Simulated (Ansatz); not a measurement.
# TaAlB in the AlB2 type: lattice stability ahead of a resistivity run

Question: is the lattice of TaAlB in the AlB2 type stable, and if so, what are its coupling constant and resistivity?

Method: DFT PBEsol, scalar-relativistic, plane waves, PAW; PAW set soft_1, in Ansatz 0.2.0.

This is a report of a sequence of runs, with most program output left out.

The structure was built from a prototype and need not be the compound's stable phase.

## 1. Set-up

Symmetry: P-6m2, No. 187, hexagonal system. Conventional cell: a = 3.580 Å, b = 3.580 Å, c = 3.760 Å, α = 90.00°, β = 90.00°, γ = 120.00°. Nearest to Ta lie 6 B at 2.79 Å and 6 Al at 2.79 Å. Nearest to B lie 3 Al at 2.07 Å and 6 Ta at 2.79 Å. Al has 3 B at 2.07 Å and 6 Ta at 2.79 Å nearest. Farther neighbours are not listed.

## 2. Rough relaxation

The start is far from rest, so a relaxation with loose thresholds does the first part.

Contents of input.yaml:

```yaml
crystal:
  lattice:
    - [3.5805, 0.0, 0.0]
    - [-1.79025, 3.1008, 0.0]
    - [0.0, 0.0, 3.75953]
  atoms:
    - { symbol: Ta, position: [0.0, 0.0, 0.0] }
    - { symbol: B, position: [0.33333333, 0.66666667, 0.5] }
    - { symbol: Al, position: [0.66666667, 0.33333333, 0.5] }
kpoints:
  mp_grid: { grid: [6, 6, 6] }
hamiltonian:
  xc: pbesol
  pseudopotentials: { kind: paw, azcp: { folder: soft_1 }, xc_functional: pbe }
scf:
  occupations: { method: gaussian, width: 0.1 }
output:
  forces: true
  stress: true
  eigenvalues: true
relax:
  adjacent_minimum: "off"
  f_tol: 0.05
  max_steps: 80
  cell: { stress_tol: 0.5 }
```

Run with:

```
$ ansatz run input.yaml --threads 4 --pin off --max-ram 12288MiB --backend cpu --events-out ev --progress --plain --runs-dir out
```

Wall time 3.9 s (4 threads of Intel Xeon Platinum 8375C at 2.90GHz (Ice Lake), shared host); peak memory 0.58 GiB.

The steps of the relaxation:

```tsv
step	energy less that of the first step (eV)	largest force component (eV/Å)	pressure (GPa)	volume (Å³)
1	0.0000	0.0000	-15.10	41.74
2	-0.3139	0.0000	-7.03	39.08
3	-0.4486	0.0000	0.24	37.25
4	-0.4606	0.0000	0.69	37.06
5	-0.4609	0.0000	-0.06	37.20
6*	-0.4602	0.0000	-0.08	37.20
```

Relaxation steps marked * repeat the geometry before them on a plane-wave basis chosen anew for their cell, so energy and pressure can jump there.

Forces are held to the 12 operations that the run works with; a distortion that breaks them can't arise in this run.

```tsv
conventional cell, symmetrised	before	after	change
a (Å)	3.580	3.591	+0.3 %
b (Å)	3.580	3.591	+0.3 %
c (Å)	3.760	3.331	-11.4 %
volume (Å³/atom)	13.91	12.40	-10.9 %
```

The relaxed structure:

```xyz
3
Lattice="3.5913 0.0000 0.0000 -1.7956 3.1101 0.0000 0.0000 0.0000 3.3309" Properties=species:S:1:pos:R:3 pbc="T T T"
Ta    0.0000    0.0000    0.0000
B     0.0000    2.0734    1.6654
Al    1.7956    1.0367    1.6654
```

This step gave:

* pressure: -0.08435 GPa
* volume per atom: 12.40 Å³/atom
* metallic on mesh: yes
* gap on the k-mesh: 0 eV

The largest force is now zero by symmetry and the largest stress component 0.14 GPa.

## 3. Relaxing cell and atoms

Lattice constant and positions set the bands and the force constants, so the cell is relaxed first.

input.yaml, the sections that differ from step 2:

```yaml
crystal:
  lattice:
    - [3.5912525268, 0.0, 0.0]
    - [-1.7956262634, 3.1101159196, 0.0]
    - [0.0, 0.0, 3.3308782773]
  atoms:
    - { symbol: Ta, position: [0.0, 0.0, 0.0] }
    - { symbol: B, position: [0.3333333333, 0.6666666667, 0.5] }
    - { symbol: Al, position: [0.6666666667, 0.3333333333, 0.5] }
kpoints:
  mp_grid: { grid: [9, 9, 10] }
relax:
  adjacent_minimum: "off"
  f_tol: 0.005
  max_steps: 80
  cell: { stress_tol: 0.05 }
# hamiltonian, scf, output: as in step 2
```

It took 4 s on 4 threads; peak memory 0.63 GiB.

Little changed from the start: no atom moved by 0.005 Å and no cell edge by 0.1 %.

This step gave:

* pressure: -0.004324 GPa

The largest force is now zero by symmetry and the largest stress component 0.017 GPa.

## 4. Tight relaxation

No force is left; the cell is relaxed once more with another smearing and tight thresholds.

input.yaml, the sections that differ from step 3:

```yaml
crystal:
  lattice:
    - [3.5906222554, 0.0, 0.0]
    - [-1.7953111277, 3.1095700886, 0.0]
    - [0.0, 0.0, 3.3308425303]
  atoms:
    - { symbol: Ta, position: [0.0, 0.0, 0.0] }
    - { symbol: B, position: [0.3333333333, 0.6666666667, 0.5] }
    - { symbol: Al, position: [0.6666666667, 0.3333333333, 0.5] }
kpoints:
  mp_grid: { grid: [9, 9, 8] }
scf:
  occupations: { method: methfessel_paxton, width: 0.2 }
relax:
  adjacent_minimum: "off"
  f_tol: 0.001
  max_steps: 60
  cell: { stress_tol: 0.01 }
# hamiltonian, output: as in step 3
```

Wall time 5.6 s (4 threads); peak memory 0.62 GiB.

Relaxation path:

```tsv
step	energy less that of the first step (eV)	largest force component (eV/Å)	pressure (GPa)	volume (Å³)
1	0.0000	0.0000	-0.08	37.19
2	0.0000	0.0000	0.15	37.14
3	0.0000	0.0000	0.03	37.17
4	0.0000	0.0000	0.01	37.17
5	0.0000	0.0000	0.00	37.17
6	0.0000	0.0000	0.00	37.17
```

The log counts 1 steps on a newly chosen plane-wave basis, not all of them marked here; energy and pressure can jump at such steps.

```tsv
conventional cell, symmetrised	before	after	change
a (Å)	3.591	3.592	+0.0 %
b (Å)	3.591	3.592	+0.0 %
c (Å)	3.331	3.327	-0.1 %
volume (Å³/atom)	12.40	12.39	-0.1 %
```

The relaxed structure:

```xyz
3
Lattice="3.5917 0.0000 0.0000 -1.7959 3.1105 0.0000 0.0000 0.0000 3.3270" Properties=species:S:1:pos:R:3 pbc="T T T"
Ta    0.0000    0.0000    0.0000
B     0.0000    2.0737    1.6635
Al    1.7959    1.0368    1.6635
```

This step gave:

* pressure: -5.11e-4 GPa
* volume per atom: 12.39 Å³/atom

The largest force is now zero by symmetry and the largest stress component 0.0012 GPa, small enough for phonons.

## 5. Lattice stability: q 2×2×2, k 6×6×6

Couplings are defined for a stable lattice alone, so phonons come first.

Contents of input.yaml:

```yaml
crystal:
  lattice:
    - [3.5917264913, 0.0, 0.0]
    - [-1.7958632456, 3.1105263849, 0.0]
    - [0.0, 0.0, 3.3270233212]
  atoms:
    - { symbol: Ta, position: [0.0, 0.0, 0.0] }
    - { symbol: B, position: [0.3333333333, 0.6666666667, 0.5] }
    - { symbol: Al, position: [0.6666666667, 0.3333333333, 0.5] }
kpoints:
  mp_grid: { grid: [6, 6, 6] }
hamiltonian:
  xc: pbesol
  pseudopotentials: { kind: paw, azcp: { folder: soft_1 }, xc_functional: pbe }
scf:
  occupations: { method: methfessel_paxton, width: 0.2 }
output:
  eigenvalues: true
phonons:
  method: dfpt
  qmesh: [2, 2, 2]
  temperatures: { t_max: 1000, t_step: 50 }
  qpath:
    path:
      - [[0.0, 0.0, 0.0], [0.5, 0.0, 0.0], [0.33333333, 0.33333333, 0.0], [0.0, 0.0, 0.0], [0.0, 0.0, 0.5], [0.5, 0.0, 0.5], [0.33333333, 0.33333333, 0.5], [0.0, 0.0, 0.5]]
      - [[0.5, 0.0, 0.5], [0.5, 0.0, 0.0]]
      - [[0.33333333, 0.33333333, 0.5], [0.33333333, 0.33333333, 0.0]]
    npoints: 10
```

Elapsed: 16 s, on 4 threads; peak memory 0.72 GiB; 56 s of CPU time.

Numbers from this step:

```yaml
share_of_imaginary_modes_in_the_plain_interpolation_between_solved_wavevectors: 0.0754
highest_frequency_solved_or_plainly_interpolated: 719.4 cm⁻¹
```

Solved on the 2×2×2 mesh alone; all other wavevectors are interpolated. Phonon branches along the path, in cm⁻¹:

```tsv
point	branch 1	branch 2	branch 3	branch 4	branch 5	branch 6	branch 7	branch 8	branch 9
Γ	0	0	0	68	294	294	338	712	712
halfway	35	70	78	93	294	334	374	687	700
M	39	75	84	126	295	328	444	664	688
halfway	53	86	92	126	285	327	461	632	709
K	63	95	98	127	277	326	479	608	719
halfway	35	78	87	98	290	332	395	672	705
Γ	0	0	0	68	294	294	338	712	712
halfway	65	65	102	164	290	290	338	697	697
A	91	91	150	207	287	287	346	682	682
halfway	-67	88	140	236	281	346	367	660	687
L	-112	85	134	245	275	351	454	621	692
halfway	-105	62	106	248	300	352	459	608	696
H	-96	13	83	250	318	353	470	592	700
halfway	-77	81	130	240	290	346	382	651	690
A	91	91	150	207	287	287	346	682	682
jump to L	-112	85	134	245	275	351	454	621	692
halfway	-80	64	129	191	286	340	449	642	690
M	39	75	84	126	295	328	444	664	688
jump to H	-96	13	83	250	318	353	470	592	700
halfway	-28	11	103	195	300	341	475	600	710
K	63	95	98	127	277	326	479	608	719
```

Lowest modes at the softest wavevector of the mesh. The modes at q = (0.500, 0.500, 0.500) (shares of kinetic energy by element, %) (negative means imaginary):

```tsv
mode	frequency (cm⁻¹)	Ta %	B %	Al %
1	-111.5	85	5	9
2	84.8	100	0	0
3	133.6	96	0	4
4	245.0	4	94	2
5	274.9	0	34	66
6	350.7	11	0	89
```

Displacements in mode 1 (-111.5 cm⁻¹), the largest set to 1, in the home cell:
```
Ta1  0.84 -0.48  0.00
B2   0.00  0.00  1.00
Al3  0.00  0.00  0.82
```

Displacements in mode 6 (350.7 cm⁻¹), the largest set to 1, in the home cell:
```
Ta1  0.11 -0.07  0.00
B2   0.00  0.00 -0.09
Al3  0.00  0.00 -1.00
```

Among the solved wavevectors the lowest mode, translations apart, is -112 cm⁻¹, imaginary.

## 6. Phonons by linear response: q 3×3×2, k 9×9×6

An imaginary mode on so few k-points may come from the sampling, so the phonons are repeated with another q and k mesh.

Changes to input.yaml since step 5:

```diff
@@ -10,3 +10,3 @@
 kpoints:
-  mp_grid: { grid: [6, 6, 6] }
+  mp_grid: { grid: [9, 9, 6] }
 hamiltonian:
@@ -20,3 +20,3 @@
   method: dfpt
-  qmesh: [2, 2, 2]
+  qmesh: [3, 3, 2]
   temperatures: { t_max: 1000, t_step: 50 }
```

It took 54 s on 4 threads; peak memory 0.86 GiB.

Numbers from this step:

```yaml
share_of_imaginary_modes_in_the_plain_interpolation_between_solved_wavevectors: 0.0997
highest_frequency_solved_or_plainly_interpolated: 730 cm⁻¹
```

Solved on the 3×3×2 mesh alone; all other wavevectors are interpolated. The phonon branches at the labelled points (cm⁻¹):

```tsv
point	branch 1	branch 2	branch 3	branch 4	branch 5	branch 6	branch 7	branch 8	branch 9
Γ	0	0	0	62	261	261	339	688	688
halfway	8	11	90	93	280	334	367	671	688
M	-34	10	107	116	299	327	442	665	689
halfway	-45	58	101	124	288	324	459	634	716
K	-56	81	94	132	279	320	476	616	730
halfway	-15	47	92	98	278	332	393	658	698
Γ	0	0	0	62	261	261	339	688	688
halfway	69	69	106	180	274	274	344	684	684
A	90	90	158	219	287	287	364	680	680
halfway	-70	85	141	229	279	351	364	667	690
L	-102	92	132	235	272	350	459	627	696
halfway	-87	67	107	251	303	353	463	609	700
H	-39	-39	88	262	326	356	476	586	703
halfway	-77	76	131	236	291	349	378	658	693
A	90	90	158	219	287	287	364	680	680
jump to L	-102	92	132	235	272	350	459	627	696
halfway	-74	62	124	184	286	337	450	646	692
M	-34	10	107	116	299	327	442	665	689
jump to H	-39	-39	88	262	326	356	476	586	703
halfway	-45	54	108	193	306	340	476	601	716
K	-56	81	94	132	279	320	476	616	730
```

Lowest modes at the softest wavevector of the mesh. The modes at q = (0.333, -0.333, 0.500) (shares of kinetic energy by element, %) (negative means imaginary):

```tsv
mode	frequency (cm⁻¹)	Ta %	B %	Al %
1	-93.0	82	11	8
2	87.0	100	0	0
3	135.9	96	0	3
4	232.7	11	84	5
5	275.4	0	34	66
6	348.9	7	5	87
```

Displacements in mode 1 (-93.0 cm⁻¹), the largest set to 1, in the home cell (x, y, z of the real part, then of the imaginary part):
```
Ta1  0.57 -0.33  0.00 -0.14  0.08  0.00
B2   0.00  0.00  0.97  0.00  0.00  0.25
Al3  0.00  0.00  0.31  0.00  0.00 -0.44
```

Displacements in mode 6 (348.9 cm⁻¹), the largest set to 1, in the home cell (x, y, z of the real part, then of the imaginary part):
```
Ta1  0.08 -0.05  0.00  0.05 -0.03  0.00
B2   0.00  0.00 -0.32  0.00  0.00  0.22
Al3  0.00  0.00 -1.00  0.00  0.00 -0.07
```

The modes has structure finer than the step of the table below, so its rows give means over 25 cm⁻¹, whole bins alone (the curve runs from -112 to 761 cm⁻¹). Peaks (cm⁻¹: height): Al 283.5: 0.0237, 338.4: 0.0332, 453.7: 0.0104, 695.3: 0.0132; B -51.5: 0.00627, 228.6: 0.00827, 283.5: 0.0125, 695.3: 0.0257; Ta -78.9: 0.0103, 69.3: 0.0243, 124.2: 0.0320.

Phonopy on the run's constants, 19x19x17 mesh, Gaussian sigma 6.2 cm⁻¹. Table of modes by wavenumber; means over each step; values in 1/cm⁻¹/cell:

```tsv
wavenumber (cm⁻¹)	Al	B	Ta
-75	8.1e-4	0.00197	0.00982
-50	5.6e-4	0.00535	0.00769
-25	2.4e-4	0.00207	0.00248
0	1.4e-4	2.5e-4	0.00111
25	4.8e-4	5.4e-4	0.00445
50	9.8e-4	9.2e-4	0.0133
75	8.6e-4	0.00140	0.0213
100	6.7e-4	0.00203	0.0153
125	8.6e-4	0.00270	0.0251
150	1.7e-4	0.00318	0.00526
175	6.9e-5	0.00368	9.1e-4
200	1.8e-4	0.00488	8.3e-4
225	4.4e-4	0.00754	0.00108
250	4.7e-4	0.00348	5.6e-4
275	0.0136	0.00742	0.00179
300	0.0113	0.00575	0.00163
325	0.0183	0.00134	0.00121
350	0.0219	0.00151	0.00176
375	0.00326	0.00107	1.7e-4
400	0.00350	0.00114	1.3e-4
425	0.00557	0.00138	1.5e-4
450	0.00954	0.00153	2.1e-4
475	0.00402	2.9e-4	6.8e-5
500	3.3e-5	9.4e-7	0
525	0	0	0
550	0	0	0
575	5.0e-6	1.5e-4	0
600	2.1e-4	0.00273	1.0e-6
625	0.00133	0.00861	1.0e-5
650	0.00308	0.0115	1.9e-5
675	0.00616	0.0133	1.3e-5
700	0.00960	0.0188	1.3e-5
725	0.00138	0.00285	0
```

No LO-TO term; unit eigenvectors of the mass-weighted matrix. The modes at Γ (shares of kinetic energy by element, %):

```tsv
mode	frequency (cm⁻¹)	symmetry	Ta %	B %	Al %
1	0.0	unnamed	83	5	12
2	0.0	unnamed	83	5	12
3	0.0	unnamed	83	5	12
4	61.6	A2''	4	95	1
5	260.7	E'	17	33	50
6	260.7	E'	17	33	50
7	339.0	A2''	13	0	87
8	688.0	E'	0	62	37
9	688.0	E'	0	62	37
```

Displacements in mode 4 (61.6 cm⁻¹), the largest set to 1:
```
Ta1  0.00  0.00 -0.05
B2   0.00  0.00  1.00
Al3  0.00  0.00 -0.06
```

Displacements in mode 7 (339.0 cm⁻¹), the largest set to 1:
```
Ta1  0.00  0.00 -0.15
B2   0.00  0.00  0.01
Al3  0.00  0.00  1.00
```

Among the solved wavevectors the lowest mode, translations apart, is -93 cm⁻¹, imaginary.

## 7. Phonons: Fermi–Dirac smearing of 0.3 eV

The phonons are repeated on the same meshes with a wide Fermi–Dirac smearing, to see whether the soft mode comes from sharp features of the Fermi surface.

Changes to input.yaml since step 6:

```diff
@@ -15,3 +15,3 @@
 scf:
-  occupations: { method: methfessel_paxton, width: 0.2 }
+  occupations: { method: fermi_dirac, width: 0.3 }
 output:
```

Wall time 60 s (4 threads); peak memory 0.87 GiB; 3.7 min of CPU time.

This step gave:

```
share of imaginary modes in the plain interpolation between solved wavevectors : 0.0894
highest frequency, solved or plainly interpolated                              : 724.2 cm⁻¹
```

Solved on the 3×3×2 mesh alone; all other wavevectors are interpolated. The phonon branches at the labelled points (cm⁻¹):

```tsv
point	branch 1	branch 2	branch 3	branch 4	branch 5	branch 6	branch 7	branch 8	branch 9
Γ	0	0	0	82	265	265	340	686	686
halfway	-18	51	85	99	277	333	364	667	686
M	-28	63	94	114	292	326	440	654	688
halfway	52	61	94	118	282	323	457	626	711
K	56	74	95	124	274	321	474	607	724
halfway	33	56	86	103	276	331	388	654	694
Γ	0	0	0	82	265	265	340	686	686
halfway	63	63	96	185	274	274	343	681	681
A	82	82	143	214	285	285	367	676	676
halfway	-56	91	131	232	274	351	362	663	685
L	-92	98	125	234	263	350	456	623	691
halfway	-84	70	96	245	296	351	460	604	694
H	-61	-28	73	254	319	353	474	580	697
halfway	-64	85	121	238	286	349	376	654	689
A	82	82	143	214	285	285	367	676	676
jump to L	-92	98	125	234	263	350	456	623	691
halfway	-64	62	121	184	279	337	448	639	689
M	-28	63	94	114	292	326	440	654	688
jump to H	-61	-28	73	254	319	353	474	580	697
halfway	-28	45	97	192	299	338	474	594	711
K	56	74	95	124	274	321	474	607	724
```

Lowest modes at the softest wavevector of the mesh. The modes at q = (0.000, 0.333, 0.500) (shares of kinetic energy by element, %) (negative means imaginary):

```tsv
mode	frequency (cm⁻¹)	Ta %	B %	Al %
1	-79.2	84	7	8
2	95.0	100	0	0
3	127.5	96	0	4
4	235.1	8	89	3
5	268.7	0	35	65
6	348.6	8	4	88
```

Displacements in mode 1 (-79.2 cm⁻¹), the largest set to 1, in the home cell (x, y, z of the real part, then of the imaginary part):
```
Ta1  0.00  0.78  0.00  0.00  0.31  0.00
B2   0.00  0.00 -0.99  0.00  0.00  0.11
Al3  0.00  0.00  0.66  0.00  0.00 -0.19
```

Displacements in mode 3 (127.5 cm⁻¹), the largest set to 1, in the home cell (x, y, z of the real part, then of the imaginary part):
```
Ta1  0.00  0.00  1.00  0.00  0.00  0.09
B2   0.00 -0.01  0.00  0.00  0.28  0.00
Al3  0.00  0.46  0.00  0.00 -0.18  0.00
```

Among the solved wavevectors the lowest mode, translations apart, is -79.2 cm⁻¹, imaginary.

For the lowest on path, step 6 gave -102 cm⁻¹; this run, with occupations Fermi-Dirac and smearing width 0.3 eV, gives -92.4 cm⁻¹.

## 8. Results

```json
{
 "phonon run of the rows without a label of their own": "PBEsol, q 3×3×2, k 9×9×6",
 "softest mode on the q mesh": "-93 cm⁻¹ at q = (0.333, -0.333, 0.5)",
 "highest frequency, solved or plainly interpolated": "730 cm⁻¹"
}
```

What this shows: The lattice is dynamically unstable at this level: a mode at q = (0.333, -0.333, 0.5) is imaginary, 93i cm⁻¹, so no harmonic coupling constant or resistivity is defined for this structure. These meshes are coarse, and single modes of a metal can move by tens of cm⁻¹ with the k mesh. The coarser mesh found an imaginary mode at another wavevector, which this mesh lacks. Spin–orbit coupling, left out here, matters for Ta. The phonon runs are not spin-polarised. The PAW files were made for PBE; under other functionals the run regenerates their frozen core. The structure was built by hand as an ordered model, and its stability against other phases was not tested.

[Logs are printed without paths, hosts, clocks, repeated set-up lines and the standing remarks that a program may print on its own settings, such as how far it seeks lower states.]

[Hosts, paths, dates, database ids (printed as entryN), source tags and the programs' standing remarks are cut or masked in the printed files.]
